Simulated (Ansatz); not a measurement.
Rows from a G0W0 calculation on CsH (rocksalt (001) film, 2 layers) (Ansatz 0.2.0; G0W0 on LDA, plane waves, PAW; PAW set soft_1; 4×4×1 mesh, 292 empty bands, screening to 36 eV, PAW set soft_1 files), in eV. Spin-orbit coupling is left out.

```csv
row,Σx,Σc,Vxc,Z
A,-12.45,2.12,-9.10,0.73
B,-12.83,2.21,-9.36,0.73
C,-13.70,1.98,-10.47,0.76
D,-1.27,-1.33,-3.32,0.89
E,-3.21,-2.55,-7.07,0.83
F,-1.08,-1.05,-2.68,0.90
```

**Question.** Which rows are filled states and which are empty ones, and how can one tell?

Filled: A, B and C. Empty: D, E and F. The sign of Σc tells: for a filled state bare exchange, which holds its interaction with itself, lies below Vxc (Σx − Vxc is -3.2 eV or lower here) and screening gives part back as a positive Σc. For an empty state Σx lies above Vxc (+1.6 eV or more) and the Coulomb hole leaves Σc negative.

[Paths, hosts, dates, memory and timing lines, banners, echoed tables and standing remarks are left out of the program output.]

[Logs are printed without paths, hosts, clocks, repeated set-up lines and the standing remarks that a program may print on its own settings, such as how far it seeks lower states.]

[Runs of the session that timed out or met a known fault of the program may be left out.]

[Cells called generated may have been cut or substituted from an entry of the Crystallography Open Database or the Materials Project.]

[Hosts, paths, dates, database ids (printed as entryN), source tags and the programs' standing remarks are cut or masked in the printed files.]
